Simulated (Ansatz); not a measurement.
# GePd4 quenched from the melt in DFT dynamics (110 atoms), step 3 of a relaxation

The starting structure: 110 atoms (22 Ge, 88 Pd) packed at random in a cube at 10.3 g/cm³ and pushed apart as soft spheres; a start for melting by ab initio MD, not an equilibrated structure. The starting density is a measured one.

Calculated values (Ansatz 0.2.0, Kohn-Sham DFT, PBE, PAW (set soft_2), plane waves; cutoff 420 eV, k-mesh 2×2×2, fermi-dirac smearing of 0.05 eV; density 10.6 g/cm³) for step 3 of a relaxation.

Extended XYZ; positions in Å, forces in eV/Å:

```xyz
110
Lattice="11.818 0.032 0.054 0.032 12.112 -0.018 0.054 -0.018 12.011" Properties=species:S:1:pos:R:3:forces:R:3 pbc="T T T"
Ge 7.649 8.420 5.965 -0.048 0.001 0.014
Ge 9.696 4.765 8.666 -0.084 0.067 0.060
Ge 7.450 5.900 2.973 -0.015 0.053 0.160
Ge 0.795 8.111 5.724 -0.167 0.128 0.112
Ge 1.604 10.169 2.199 0.135 -0.002 -0.006
Ge 6.475 5.917 10.030 -0.193 0.070 0.091
Ge 5.732 8.445 1.089 -0.087 -0.014 -0.170
Ge 7.553 12.111 0.934 -0.124 -0.095 0.128
Ge 7.063 2.183 7.327 0.029 0.090 0.036
Ge 3.598 4.791 1.708 0.059 0.055 0.048
Ge 3.308 10.532 10.094 -0.140 0.104 -0.084
Ge 10.785 0.630 4.555 0.069 0.201 0.070
Ge 10.344 0.651 8.081 0.098 0.035 -0.014
Ge 8.252 10.215 10.294 -0.209 0.171 -0.120
Ge 9.402 9.590 3.125 0.023 0.014 -0.109
Ge 0.532 2.692 2.951 -0.126 0.190 -0.003
Ge 2.276 6.724 10.587 -0.003 0.020 0.049
Ge 6.762 2.775 11.967 0.063 0.059 -0.057
Ge 3.571 2.777 9.389 -0.057 -0.111 -0.097
Ge 4.357 6.271 6.587 0.152 0.010 -0.149
Ge 5.223 2.386 3.630 -0.145 -0.071 0.002
Ge 4.833 10.743 4.907 -0.006 -0.172 -0.016
Pd 10.256 8.756 10.935 -0.093 -0.102 0.086
Pd 0.291 3.194 5.392 0.073 -0.022 0.000
Pd 5.020 8.366 5.275 0.023 0.005 0.024
Pd 5.071 6.757 2.804 0.103 -0.051 -0.014
Pd 10.208 5.970 11.954 0.045 0.029 -0.062
Pd 8.715 1.136 5.690 -0.002 -0.045 0.091
Pd 9.126 6.484 6.868 0.012 0.113 -0.022
Pd 2.756 7.011 4.675 0.074 -0.048 -0.023
Pd 11.546 10.446 4.214 0.003 0.050 -0.110
Pd 9.755 11.438 11.736 0.054 -0.032 -0.001
Pd 1.786 4.510 9.292 0.083 -0.037 0.030
Pd 2.851 9.094 0.076 0.005 -0.040 0.010
Pd 6.182 7.481 7.915 0.033 0.042 -0.005
Pd 4.037 9.373 2.613 0.029 0.111 0.043
Pd 0.827 10.991 11.338 -0.025 -0.011 -0.112
Pd 10.986 10.714 9.205 -0.140 -0.063 0.093
Pd 8.810 4.303 1.665 0.071 0.014 0.076
Pd 11.646 2.690 8.157 -0.039 -0.016 -0.056
Pd 8.580 9.180 8.134 0.122 -0.065 -0.002
Pd 9.585 3.671 6.457 -0.045 -0.005 -0.028
Pd 11.124 8.234 7.790 -0.027 -0.081 -0.057
Pd 5.965 0.806 5.403 0.072 -0.112 -0.143
Pd 0.504 8.025 3.136 -0.065 0.021 0.059
Pd 2.632 2.417 1.773 0.062 -0.059 0.017
Pd 7.030 0.468 10.654 0.002 0.141 0.019
Pd 9.634 7.352 2.210 -0.067 0.041 0.083
Pd 7.501 1.884 2.703 0.029 -0.014 0.002
Pd 8.235 4.430 10.907 0.061 -0.083 -0.012
Pd 2.432 4.749 6.381 -0.074 -0.069 -0.055
Pd 11.562 5.534 2.248 0.004 -0.087 -0.051
Pd 7.992 12.002 8.112 -0.070 -0.024 0.015
Pd 1.626 4.872 0.108 -0.057 0.047 -0.027
Pd 7.173 3.434 5.036 -0.034 -0.012 -0.045
Pd 1.963 4.627 3.500 0.048 -0.004 -0.079
Pd 0.468 7.573 0.296 0.023 0.021 -0.132
Pd 6.257 10.335 6.849 0.012 -0.092 -0.058
Pd 11.138 9.840 1.370 -0.051 0.021 0.054
Pd 11.275 3.267 0.912 0.042 -0.098 0.123
Pd 4.563 4.649 4.453 0.047 0.017 -0.006
Pd 8.887 2.378 9.170 -0.111 -0.076 -0.034
Pd 5.985 4.175 1.894 -0.096 -0.178 0.053
Pd 7.215 8.379 3.460 -0.040 0.024 -0.037
Pd 3.662 9.777 7.602 -0.085 0.047 0.011
Pd 6.603 8.372 10.717 0.124 -0.086 0.091
Pd 11.729 6.594 9.835 0.000 0.107 0.262
Pd 5.083 0.695 8.085 -0.132 -0.014 -0.071
Pd 2.187 7.225 7.664 0.001 -0.146 0.019
Pd 2.951 2.379 4.761 0.077 0.098 0.017
Pd 0.470 0.584 6.385 -0.034 -0.049 -0.041
Pd 7.203 4.721 7.794 0.027 -0.038 0.163
Pd 3.931 0.222 3.346 0.239 -0.033 -0.119
Pd 5.219 1.249 1.172 0.066 -0.077 0.075
Pd 11.747 5.425 7.454 -0.073 -0.152 -0.111
Pd 4.404 5.274 8.881 0.012 0.042 0.071
Pd 4.252 3.428 11.684 0.036 0.106 0.071
Pd 8.045 9.525 0.927 0.054 -0.021 -0.083
Pd 9.345 5.373 4.297 0.002 -0.044 0.010
Pd 7.447 6.560 0.566 -0.136 0.090 -0.035
Pd 6.321 10.991 2.744 0.049 0.159 0.004
Pd 4.144 0.708 10.663 -0.021 -0.034 -0.032
Pd 1.724 2.130 11.099 0.026 0.033 -0.047
Pd 6.070 2.929 9.594 -0.053 0.030 -0.090
Pd 1.749 0.012 8.986 0.051 0.100 -0.013
Pd 4.100 8.053 9.648 -0.065 -0.016 -0.018
Pd 4.841 3.254 6.862 0.104 0.051 -0.034
Pd 5.222 10.699 0.148 0.154 -0.094 0.106
Pd 1.045 10.166 7.070 0.060 0.022 0.051
Pd 9.428 11.985 2.626 0.114 -0.019 -0.148
Pd 6.732 6.129 5.385 0.002 0.084 -0.007
Pd 4.628 6.349 11.832 0.009 0.008 -0.002
Pd 3.175 12.084 6.178 0.030 0.024 -0.031
Pd 2.360 2.255 7.433 0.005 0.027 0.055
Pd 9.022 1.942 0.179 -0.003 0.074 -0.044
Pd 2.564 6.991 1.834 -0.029 -0.062 -0.036
Pd 9.944 2.750 3.644 -0.027 -0.037 0.039
Pd 11.168 1.152 10.483 0.070 -0.034 -0.147
Pd 11.855 5.959 4.911 0.095 0.053 0.158
Pd 2.736 11.919 0.895 -0.003 -0.015 0.035
Pd 1.335 0.427 3.625 -0.208 -0.061 0.024
Pd 5.726 10.504 9.418 0.002 0.154 -0.088
Pd 10.171 10.811 6.540 -0.077 -0.010 0.056
Pd 11.139 3.945 10.436 0.017 -0.020 0.007
Pd 8.029 10.740 4.841 0.071 0.045 -0.003
Pd 1.321 8.960 9.660 0.063 -0.020 0.032
Pd 8.769 6.870 9.615 0.082 -0.040 0.086
Pd 2.400 9.891 4.691 -0.037 -0.130 0.094
Pd 11.741 0.662 1.280 0.057 -0.042 0.054
Pd 10.075 8.232 5.068 -0.038 -0.040 -0.047
```

The r.m.s. force component is 0.0777 eV/Å; the longest force, 0.296 eV/Å, acts on Ge14. The energy lies 39.8 meV/atom below that of the first step of this run.

[Logs are printed without paths, hosts, clocks, repeated set-up lines and the standing remarks that a program may print on its own settings, such as how far it seeks lower states.]

[Hosts, paths, dates, database ids (printed as entryN), source tags and the programs' standing remarks are cut or masked in the printed files.]
